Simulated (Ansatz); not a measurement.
# Bands, cutoff and cost in G0W0 for CsAuBr3 (I4/mmm)

Aim: see how the G0W0 gap of CsAuBr3 (I4/mmm) on LDA moves with empty bands and screening cutoff, and what each rung costs.

Calculated with Ansatz 0.2.0; G0W0 on LDA, plane waves, PAW.

In doubt: one-shot GW on d or f shells is unsure (steps 2, 3, 4, 5), so the values of those runs are not to be relied on.

### 1. Starting point

It takes space group I4/mmm (No. 139, tetragonal). The conventional cell has a = 7.759 Å, b = 7.759 Å, c = 11.308 Å, α = 90.00°, β = 90.00°, γ = 90.00°. Nearest to Cs lie 12 Br at 3.90 to 3.95 Å. Nearest to Au lie 4 Br at 2.44 Å. Au has 6 Br at 2.40 to 3.05 Å nearest. Br has 2 Au at 2.44 to 3.05 Å and 4 Cs at 3.95 Å nearest. Nearest to Br lie 2 Au at 2.40 to 3.25 Å and 4 Cs at 3.90 Å. Farther neighbours and most contacts between anions are not listed.

The cell and positions come from the Crystallography Open Database and are kept as given unless a step says otherwise. Spin-orbit coupling is left out unless a step names it.

### 2. 772 empty bands, screening to 100 eV

G0W0 replaces the xc potential by the self-energy, built once from these orbitals. Only a window of levels is corrected, while the sums run over the empty bands that the input names. This step takes hard PAW files.

input.yaml

```yaml
crystal:
  lattice:
    - [-3.8796, 3.8796, 5.65395]
    - [3.8796, -3.8796, 5.65395]
    - [3.8796, 3.8796, -5.65395]
  atoms:
    - { symbol: Cs, position: [0.75, 0.25, 0.5] }
    - { symbol: Cs, position: [0.25, 0.75, 0.5] }
    - { symbol: Au, position: [0.0, 0.0, 0.0] }
    - { symbol: Au, position: [0.5, 0.5, 0.0] }
    - { symbol: Br, position: [0.222, 0.222, 0.444] }
    - { symbol: Br, position: [0.222, 0.778, 0.0] }
    - { symbol: Br, position: [0.778, 0.778, 0.556] }
    - { symbol: Br, position: [0.778, 0.222, 0.0] }
    - { symbol: Br, position: [0.7122, 0.7122, 0.0] }
    - { symbol: Br, position: [0.2878, 0.2878, 0.0] }
kpoints:
  mp_grid: { grid: [4, 4, 4] }
hamiltonian:
  xc: lda
  pseudopotentials: { kind: paw, source: ansatz }
scf:
  occupations: { method: fixed }
gw:
  n_empty_bands: 772
  ecut_chi: 100.0
  qp_bands: [v3, c3]
  qp_kpoints: band_edges
  screening: { model: contour_deformation }
```

The run is started by

```console
> ansatz run input.yaml --threads 16 --pin off --max-ram 82944MiB --backend cuda --events-out ev --progress --plain --runs-dir out --devices 1 --max-vram 78GiB
```

Numbers of over 12 decimals in the logs are rounded to 6 here.

Output:

```text
GPUs: using 1 of 1 available (devices: 1).
Engine: ansatz 0.2.0, aarch64-unknown-linux-gnu
Pseudopotentials: kind: paw
Pseudopotential: Cs, paw, valence charge 9, recommended cutoff 520 eV (normal), Cs.paw.azcp
Pseudopotential: Au, paw, valence charge 19, recommended cutoff 617 eV (normal), Au.paw.azcp
Pseudopotential: Br, paw, valence charge 17, recommended cutoff 680 eV (normal), Br.paw.azcp
Functional definition: SPW92
  exchange = slater_x
  correlation = pw_c
[...]
Crystal: 10 atoms, lattice volume = 340.397 Å³
Basis set: ecut = 680 eV, 13677 PW (Γ)
Bands: 95, of which v1, the nominal top of the filled ones, is band 79 counted from 1 (78 counted from 0)
Symmetry: 16 space group operations
Space group: I4/mmm (ITA 139), of the structure as read, at distance tolerance 7.0e-5 Å
k-points: 13 of 64
Non-local potential: Cs, projectors of the file, l = 0: 3, l = 1: 2, l = 2: 2, l = 3: 3
Non-local potential: Au, projectors of the file, l = 0: 3, l = 1: 3, l = 2: 2, l = 3: 2
Non-local potential: Br, projectors of the file, l = 0: 2, l = 1: 2, l = 2: 3, l = 3: 1
PAW form: soft (Blöchl's): semilocal exchange-correlation on the pseudo side does not see the compensation charge
PAW frozen core: Cs, regenerated for the run's functional, and the local potential with it (the file was generated under x = pbe(κ = 0.804, μ = 0.219515), c = pbe(β = 0.066725))
PAW frozen core: Au, regenerated for the run's functional, and the local potential with it (the file was generated under x = pbe(κ = 0.804, μ = 0.219515), c = pbe(β = 0.066725))
PAW frozen core: Br, regenerated for the run's functional, and the local potential with it (the file was generated under x = pbe(κ = 0.804, μ = 0.219515), c = pbe(β = 0.066725))
PAW one-centre angular grid: Cs, 194 points (default); XC on 64 Gauss nodes
PAW one-centre angular grid: Au, 590 points (default); XC on 96 Gauss nodes
PAW one-centre angular grid: Br, 590 points (default); XC on 64 Gauss nodes
Initial density: superposition of atomic densities (chi_scale 0.1, normalization cell, long waves kept (reshape's long-wave potential 0.00 eV rms))
Initial wavefunctions: pseudopotential atomic-orbital guess
[...]
Functional: x = slater, c = lda
SCF iter   1: F=—  HF=-73140.623370 eV  |F-HF|=—  |Δ(HF+E_count)|=         —  Δρ=4.53e-2  dr2=1.50e1  ethr=3.10e-3  ⟨swp⟩=11.9  Hψ=5249  notcnv=0  defer=179
preconditioner: auto → Resta (q_TF=auto, 2.401 Å⁻¹)  ε∞=4.0  [insulator: Δε(μ)=1.371 eV  Ē_g=10.229 eV  n_scr=64 (ndim 8)  ℏωp=17.8 eV  f_vac=0.104  ε∞_Penn≈4.0]
SCF iter   2: F=—  HF=-73136.248789 eV  |F-HF|=—  |Δ(HF+E_count)|=    4.37e0  Δρ=2.00e-2  dr2=3.56e0  ethr=3.10e-3  ⟨swp⟩=8.4  Hψ=2684  notcnv=0  defer=173
SCF iter   3: F=—  HF=-73134.851859 eV  |F-HF|=—  |Δ(HF+E_count)|=    1.40e0  Δρ=1.06e-2  dr2=1.02e0  ethr=2.25e-3  ⟨swp⟩=5.8  Hψ=2569  notcnv=0  defer=176
SCF iter   4: F=—  HF=-73134.522437 eV  |F-HF|=—  |Δ(HF+E_count)|=   3.29e-1  Δρ=4.03e-3  dr2=1.33e-1  ethr=6.48e-4  ⟨swp⟩=5.2  Hψ=2162  notcnv=0  defer=181
SCF iter   5: F=—  HF=-73134.477279 eV  |F-HF|=—  |Δ(HF+E_count)|=   4.52e-2  Δρ=2.25e-3  dr2=2.87e-2  ethr=8.43e-5  ⟨swp⟩=5.8  Hψ=2700  notcnv=0  defer=181
SCF iter   6: F=—  HF=-73134.469728 eV  |F-HF|=—  |Δ(HF+E_count)|=   7.55e-3  Δρ=8.38e-4  dr2=3.05e-3  ethr=1.82e-5  ⟨swp⟩=5.0  Hψ=2186  notcnv=0  defer=182
[...]
SCF iter   8: F=—  HF=-73134.469557 eV  |F-HF|=—  |Δ(HF+E_count)|=   8.37e-5  Δρ=6.05e-5  dr2=9.89e-6  ethr=6.81e-8  ⟨swp⟩=3.2  Hψ=2561  notcnv=0  defer=182
SCF iter   9: F=—  HF=-73134.469557 eV  |F-HF|=—  |Δ(HF+E_count)|=   7.12e-8  Δρ=1.20e-5  dr2=5.21e-7  ethr=6.26e-9  ⟨swp⟩=3.8  Hψ=2812  notcnv=0  defer=182
SCF iter  10: F=-73134.469558 eV  HF=-73134.469558 eV  |F-HF|=7.14e-9  |Δ(HF+E_count)|=   3.92e-7  Δρ=2.86e-6  dr2=3.61e-8  ethr=6.33e-11  ⟨swp⟩=29.5  Hψ=11761  notcnv=0
SCF 1 converged in 10 iterations: F = -73134.469558 eV  dr2 = 3.61e-8
  greatest PAW one-centre occupation: 0.998 electrons in one spin orbital (limit 2), on the Br atom at site 6 (counted from 0), in its partial waves of l = 2
[...]
NSCF: frozen V_eff on 13 k-points
[...]
SCF converged after 10 iterations
[...]
3    80      6.5277   -19.4319    -2.0716   -22.0263  0.7082     7.0710     7.0505  root
     3    81      8.1645   -13.3558    -3.6160   -17.6937  0.7315     8.9244     8.8864  root
     3    82      9.7858    -5.0145    -3.7883    -9.4329  0.7747    10.4456    10.4158  root
     4    77      4.4814   -21.7134     2.9599   -18.1825  0.6916     3.8792     3.9104  root
     4    78      4.5602   -23.1808     3.2608   -19.3738  0.6831     3.9847     4.0141  root
     4    79      4.6841   -22.1702     3.1358   -18.4292  0.6921     4.0435     4.0789  root
     4    80      6.6706   -19.7438    -1.9456   -22.1732  0.7065     7.1719     7.1544  root
     4    81      9.0854   -12.1665    -4.1009   -16.9900  0.7364     9.8806     9.8079  root
     4    82      9.7969   -10.8261    -4.2839   -15.8380  0.7202    10.5649    10.5248  root
     5    77      4.4647   -23.2206     3.4225   -19.2383  0.6769     3.8708     3.9048  root
     5    78      4.6653   -23.1370     3.1936   -19.3813  0.6891     4.0736     4.1031  root
     5    79      5.1294   -22.7477     1.8856   -20.6191  0.7108     4.8832     4.8864  root
     5    80      6.0861   -18.3889    -1.9558   -20.8482  0.7221     6.6045     6.5895  root
     5    81      8.7857   -11.2561    -3.9826   -15.9269  0.7301     9.5173     9.4740  root
     5    82      9.0092   -10.6731    -4.0583   -15.4743  0.7701     9.8220     9.7521  root
     6    77      4.5166   -23.0506     3.2559   -19.2485  0.6821     3.9404     3.9704  root
     6    78      4.6046   -22.3830     3.2255   -18.5554  0.6882     3.9659     4.0025  root
     6    79      4.8237   -23.0854     2.2657   -20.5082  0.7022     4.5061     4.5124  root
     6    80      6.4976   -18.9703    -2.0710   -21.5553  0.7119     7.0309     7.0116  root
     6    81      8.5976   -11.7652    -3.9086   -16.3827  0.7408     9.3629     9.3065  root
     6    82      9.9603   -11.1154    -4.3146   -16.1855  0.7636    10.7984    10.7158  root
     7    77      4.4588   -22.0518     3.2769   -18.1355  0.6892     3.7770     3.8195  root
     7    78      4.5641   -22.2099     3.2188   -18.3870  0.6877     3.9223     3.9599  root
     7    79      4.5641   -22.2099     3.2188   -18.3870  0.6877     3.9223     3.9599  root
[...]
7    82     10.2874   -12.8918    -4.6278   -18.3390  0.7114    11.2056    11.1069  root ?
[...]
11    81      9.7707   -13.1137    -4.3922   -18.2447  0.7168    10.5698    10.5095  root
    11    82      9.8824   -12.3221    -4.3657   -17.4863  0.7566    10.7673    10.6809  root
    12    77      4.6466   -23.7532     3.4290   -19.7420  0.6844     4.0309     4.0643  root
    12    78      4.6466   -23.7532     3.4290   -19.7420  0.6844     4.0309     4.0643  root
    12    79      4.6576   -20.0763     2.8673   -16.5317  0.7023     3.9348     3.9803  root
    12    80      6.9666   -20.3513    -2.3392   -23.2228  0.6828     7.5300     7.4989  root
    12    81      9.5178   -13.8749    -4.1966   -18.8372  0.6571    10.2756    10.2835  root
    12    82     10.5338    -4.9179    -3.8822    -9.4427  0.7687    11.2113    11.1763  root
```

The job ended after 58 s (1 × NVIDIA GB200 (shared by 2 runs) with 16 threads of Arm Neoverse V2, shared host; peak memory 6.3 GiB; 2.6 min of CPU time).

The column dr2 measures how far the density is from self-consistency, as an energy; F and HF (Harris–Foulkes) agree once it is small.

Numbers from this step:

| Property | Result |
| --- | --- |
| bands summed | 851 |
| RPA ε∞ on this mesh (eigenvalues) | 3.903, 11.75, 11.75 |
| plane waves in the screening matrix | 757 |
| q-points in the mesh | 64 |
| G0W0 gap on the mesh | 1.627 eV |
| k of the valence top | 0.25, -0.25, 0.25 |
| k of the conduction bottom | 0.25, -0.25, 0.25 |
| starting gap on the mesh | 0.9012 eV |
| Z at the valence top | 0.7129 |
| Z at the conduction bottom | 0.7224 |
| least direct G0W0 gap on the computed points | 1.627 eV |

The gap on the mesh goes from 0.90 eV to 1.63 eV, a correction of +0.73 eV. Between the two edge states, bare exchange in place of the xc potential would open the gap by 4.50 eV, and correlation takes back 3.77 eV.

### 3. 1564 empty bands, screening to 160 eV

Bands and screening cutoff are moved together, since each hides the error of the other.

Changes to input.yaml since step 2:

```diff
@@ -24,4 +24,4 @@
 gw:
-  n_empty_bands: 772
-  ecut_chi: 100.0
+  n_empty_bands: 1564
+  ecut_chi: 160.0
   qp_bands: [v3, c3]
```

Output:

```text
GPUs: using 1 of 1 available (devices: 1).
[...]
Crystal: 10 atoms, lattice volume = 340.397 Å³
Basis set: ecut = 680 eV, 13677 PW (Γ)
Bands: 95, of which v1, the nominal top of the filled ones, is band 79 counted from 1 (78 counted from 0)
[... 1 set-up line as in the run before ...]
[...]
k-points: 13 of 64
[...]
SCF iter   1: F=—  HF=-73140.623370 eV  |F-HF|=—  |Δ(HF+E_count)|=         —  Δρ=4.53e-2  dr2=1.50e1  ethr=3.10e-3  ⟨swp⟩=11.9  Hψ=5249  notcnv=0  defer=179
[...]
SCF iter   6: F=—  HF=-73134.469728 eV  |F-HF|=—  |Δ(HF+E_count)|=   7.55e-3  Δρ=8.38e-4  dr2=3.05e-3  ethr=1.82e-5  ⟨swp⟩=5.0  Hψ=2186  notcnv=0  defer=182
[...]
SCF iter   8: F=—  HF=-73134.469557 eV  |F-HF|=—  |Δ(HF+E_count)|=   8.37e-5  Δρ=6.05e-5  dr2=9.89e-6  ethr=6.81e-8  ⟨swp⟩=3.2  Hψ=2561  notcnv=0  defer=182
[...]
SCF iter  10: F=-73134.469558 eV  HF=-73134.469558 eV  |F-HF|=7.14e-9  |Δ(HF+E_count)|=   3.92e-7  Δρ=2.86e-6  dr2=3.61e-8  ethr=6.33e-11  ⟨swp⟩=29.5  Hψ=11761  notcnv=0
SCF 1 converged in 10 iterations: F = -73134.469558 eV  dr2 = 3.61e-8
[...]
NSCF: frozen V_eff on 13 k-points
[...]
SCF converged after 10 iterations
[...]
3    80      6.5277   -19.4319    -2.2822   -22.0263  0.7053     6.8459     6.8398  root
     3    81      8.1645   -13.3558    -3.7836   -17.6937  0.7248     8.7254     8.7188  root
     3    82      9.7858    -5.0145    -3.8537    -9.4329  0.7746    10.3728    10.3505  root
     4    77      4.4814   -21.7134     2.7949   -18.1825  0.6907     3.6783     3.7454  root
     4    78      4.5602   -23.1808     3.0966   -19.3738  0.6823     3.7873     3.8499  root
     4    79      4.6841   -22.1702     2.9732   -18.4292  0.6913     3.8400     3.9165  root
     4    80      6.6706   -19.7438    -2.1593   -22.1732  0.7034     6.9453     6.9407  root
     4    81      9.0854   -12.1665    -4.2671   -16.9900  0.7304     9.6775     9.6418  root
[...]
8    79      4.6652   -20.0996     2.7146   -16.5560  0.7017     3.7324     3.8362  root ?
[...]
9    77      4.5489   -19.9107     2.7478   -16.3390  0.6984     3.6210     3.7250  root ?
[...]
12    78      4.6466   -23.7532     3.2644   -19.7420  0.6836     3.8283     3.8997  root
    12    79      4.6576   -20.0763     2.7163   -16.5317  0.7015     3.7259     3.8294  root ?
    12    80      6.9666   -20.3513    -2.5517   -23.2228  0.6794     7.2963     7.2864  root
    12    81      9.5178   -13.8749    -4.3800   -18.8372  0.6628    10.0815    10.1001  root
    12    82     10.5338    -4.9179    -3.9457    -9.4427  0.7686    11.1389    11.1128  root
```

Elapsed: 3.1 min, on 1 × NVIDIA GB200 (shared by 2 runs) with 16 threads; peak memory 14 GiB; 7.2 min of CPU time.

Numbers from this step:

* bands summed: 1643
* RPA ε∞ on this mesh (eigenvalues): 3.898, 11.72, 11.72
* plane waves in the screening matrix: 1519
* q-points in the mesh: 64
* G0W0 gap on the mesh: 1.626 eV
* k of the valence top: 0.25, -0.25, 0.25
* k of the conduction bottom: 0.25, -0.25, 0.25
* starting gap on the mesh: 0.9012 eV
* Z at the valence top: 0.7106
* Z at the conduction bottom: 0.7195
* least direct G0W0 gap on the computed points: 1.626 eV

Against the run with 4×4×4 mesh, 772 empty bands, screening to 100 eV, hard PAW files, the gap moves by −0.001 eV.

### 4. 2873 empty bands, screening to 240 eV

Changes to input.yaml since step 3:

```diff
@@ -24,4 +24,4 @@
 gw:
-  n_empty_bands: 1564
-  ecut_chi: 160.0
+  n_empty_bands: 2873
+  ecut_chi: 240.0
   qp_bands: [v3, c3]
```

Output:

```text
GPUs: using 1 of 1 available (devices: 1).
[...]
Crystal: 10 atoms, lattice volume = 340.397 Å³
Basis set: ecut = 680 eV, 13677 PW (Γ)
Bands: 95, of which v1, the nominal top of the filled ones, is band 79 counted from 1 (78 counted from 0)
[... 1 set-up line as in the run before ...]
[...]
k-points: 13 of 64
[...]
12    77      4.6466   -23.7532     3.1764   -19.7420  0.6840     3.6944     3.8117  root ?
    12    78      4.6466   -23.7532     3.1764   -19.7420  0.6840     3.6944     3.8117  root ?
    12    79      4.6576   -20.0763     2.5544   -16.5317  0.7014     3.6032     3.6674  root
    12    80      6.9666   -20.3513    -2.6992   -23.2228  0.6778     7.1413     7.1389  root
    12    81      9.5178   -13.8749    -4.5125   -18.8372  0.6622     9.9611     9.9676  root
    12    82     10.5338    -4.9179    -3.9818    -9.4427  0.7686    11.0991    11.0767  root
[key lines of the parts left out:]
SCF converged after 10 iterations
```

Elapsed: 8.4 min, on 1 × NVIDIA GB200 (shared by 2 runs) with 16 threads; peak memory 37 GiB.

This step gave:

```yaml
bands_summed: 2952
rpa_eps_infinity_on_this_mesh_eigenvalues: 3.897, 11.72, 11.72
plane_waves_in_the_screening_matrix: 2799
g0w0_gap_on_the_mesh: 1.614 eV
k_of_the_valence_top: 0.25, -0.25, 0.25
k_of_the_conduction_bottom: 0.25, -0.25, 0.25
starting_gap_on_the_mesh: 0.9012 eV
least_direct_g0w0_gap_on_the_computed_points: 1.614 eV
```

Against the run with 4×4×4 mesh, 1564 empty bands, screening to 160 eV, hard PAW files, the gap moves by −0.012 eV.

### 5. Changing the k mesh: 6×6×6 mesh, 772 empty bands, screening to 100 eV, hard PAW files

Only the mesh changes. It samples the long-range screening, which converges on its own terms. Bands and cutoff differ from the step before, so it is read against an earlier run that matches them.

Changes to input.yaml since step 4:

```diff
@@ -17,3 +17,3 @@
 kpoints:
-  mp_grid: { grid: [4, 4, 4] }
+  mp_grid: { grid: [6, 6, 6] }
 hamiltonian:
@@ -24,4 +24,4 @@
 gw:
-  n_empty_bands: 2873
-  ecut_chi: 240.0
+  n_empty_bands: 772
+  ecut_chi: 100.0
   qp_bands: [v3, c3]
```

Output:

```text
GPUs: using 1 of 1 available (devices: 1).
[...]
Crystal: 10 atoms, lattice volume = 340.397 Å³
Basis set: ecut = 680 eV, 13677 PW (Γ)
Bands: 95, of which v1, the nominal top of the filled ones, is band 79 counted from 1 (78 counted from 0)
[... 1 set-up line as in the run before ...]
[...]
k-points: 30 of 216
[...]
20    80      6.0828   -18.4390    -1.8732   -20.8263  0.7294     6.6084     6.5969  root
    20    81      8.6713   -11.7043    -3.9096   -16.3736  0.7485     9.4779     9.4310  root
[...]
29    79      4.6592   -20.0725     2.8420   -16.5315  0.7077     3.9208     3.9603  root
    29    80      6.9684   -20.3600    -2.3238   -23.2210  0.6851     7.5379     7.5057  root
    29    81      9.5145   -13.8738    -4.1701   -18.8359  0.7021    10.3199    10.3065  root
    29    82     10.5337    -4.9214    -3.8516    -9.4428  0.7766    11.2329    11.2034  root
[key lines of the parts left out:]
SCF converged after 10 iterations
```

Elapsed: 7.6 min, on 1 × NVIDIA GB200 (shared by 2 runs) with 16 threads; peak memory 13 GiB; 18 min of CPU time.

Numbers from this step:

```yaml
bands_summed: 851
rpa_eps_infinity_on_this_mesh_eigenvalues: 3.910, 9.762, 9.762
plane_waves_in_the_screening_matrix: 757
g0w0_gap_on_the_mesh: 1.662 eV
k_of_the_valence_top: 0.1667, -0.3333, 0.3333
k_of_the_conduction_bottom: 0.1667, -0.3333, 0.3333
starting_gap_on_the_mesh: 0.9175 eV
least_direct_g0w0_gap_on_the_computed_points: 1.662 eV
```

Against the run with 4×4×4 mesh, 772 empty bands, screening to 100 eV, hard PAW files, the gap moves by +0.04 eV. A band edge is found at another k point on this mesh.

### 6. Side by side

Times are wall times on 1 × NVIDIA GB200 (shared by 2 runs) with 16 threads of Arm Neoverse V2, shared host, good to a factor of about two.

| mesh | files | frequency | bands summed | cutoff (eV) | start (eV) | G0W0 (eV) | time | host memory (GiB) |
| --- | --- | --- | --- | --- | --- | --- | --- | --- |
| 4×4×4 | hard PAW | contour deformation | 851 | 100 | 0.901 | 1.627 | 58 s | 6.3 |
| 4×4×4 | hard PAW | contour deformation | 1643 | 160 | 0.901 | 1.626 | 3.1 min | 14 |
| 4×4×4 | hard PAW | contour deformation | 2952 | 240 | 0.901 | 1.614 | 8.4 min | 37 |
| 6×6×6 | hard PAW | contour deformation | 851 | 100 | 0.917 | 1.662 | 7.6 min | 13 |

The parts of the quasiparticle energy at the two band edges (eV; QP = start + Σx + Σc − Vxc):

| run | edge | start | Σx | Σc | Vxc | Z | QP |
| --- | --- | --- | --- | --- | --- | --- | --- |
| 851 bands | valence top | 5.18 | -22.81 | 1.81 | -20.78 | 0.71 | 4.96 |
| 851 bands | conduction bottom | 6.08 | -18.35 | -1.96 | -20.82 | 0.72 | 6.58 |
| 1643 bands | valence top | 5.18 | -22.81 | 1.61 | -20.78 | 0.71 | 4.75 |
| 1643 bands | conduction bottom | 6.08 | -18.35 | -2.17 | -20.82 | 0.72 | 6.38 |
| 2952 bands | valence top | 5.18 | -22.81 | 1.48 | -20.78 | 0.71 | 4.63 |
| 2952 bands | conduction bottom | 6.08 | -18.35 | -2.30 | -20.82 | 0.72 | 6.24 |

### 7. Results

| Item | Value |
| --- | --- |
| 851 bands, 100 eV | 1.627 eV |
| 1643 bands, 160 eV | 1.626 eV |
| 2952 bands, 240 eV | 1.614 eV |
| estimated limit in bands and cutoff | 1.60 eV |
| mesh and start | 4×4×4, LDA |

In words: A line in one over the bands through the two highest rungs gives 1.60 eV, −0.02 eV from the top rung; the pair below gives 1.62 eV, in fair agreement. The rungs stand 0.03 eV (851 bands), 0.03 eV (1643 bands) and 0.02 eV (2952 bands) from it. From 851 to 2952 bands the gap moves by −0.01 eV while the time grows 8.8-fold. Σc changes by −0.33 eV at the valence top and −0.34 eV at the conduction bottom, so the levels themselves move more than the gap between them. On the 6×6×6 mesh in place of 4×4×4 the gap differs by +0.04 eV, of which +0.02 eV is already in the start. Gaps are over the mesh's points; an edge off the mesh would be missed. A d shell, filled or nearly so, lies near the gap. One-shot GW converges very slowly in bands there, not always from below, and on a semilocal start the gap tends to come out low; starts rich in exact exchange can overshoot instead. The many-body steps are scalar-relativistic: spin-orbit coupling is not in them.

[Paths, hosts, dates, memory and timing lines, banners, echoed tables and standing remarks are left out of the program output.]

[Logs are printed without paths, hosts, clocks, repeated set-up lines and the standing remarks that a program may print on its own settings, such as how far it seeks lower states.]

[Runs of the session that timed out or met a known fault of the program may be left out.]

[Cells called generated may have been cut or substituted from an entry of the Crystallography Open Database or the Materials Project.]

[Hosts, paths, dates, database ids (printed as entryN), source tags and the programs' standing remarks are cut or masked in the printed files.]
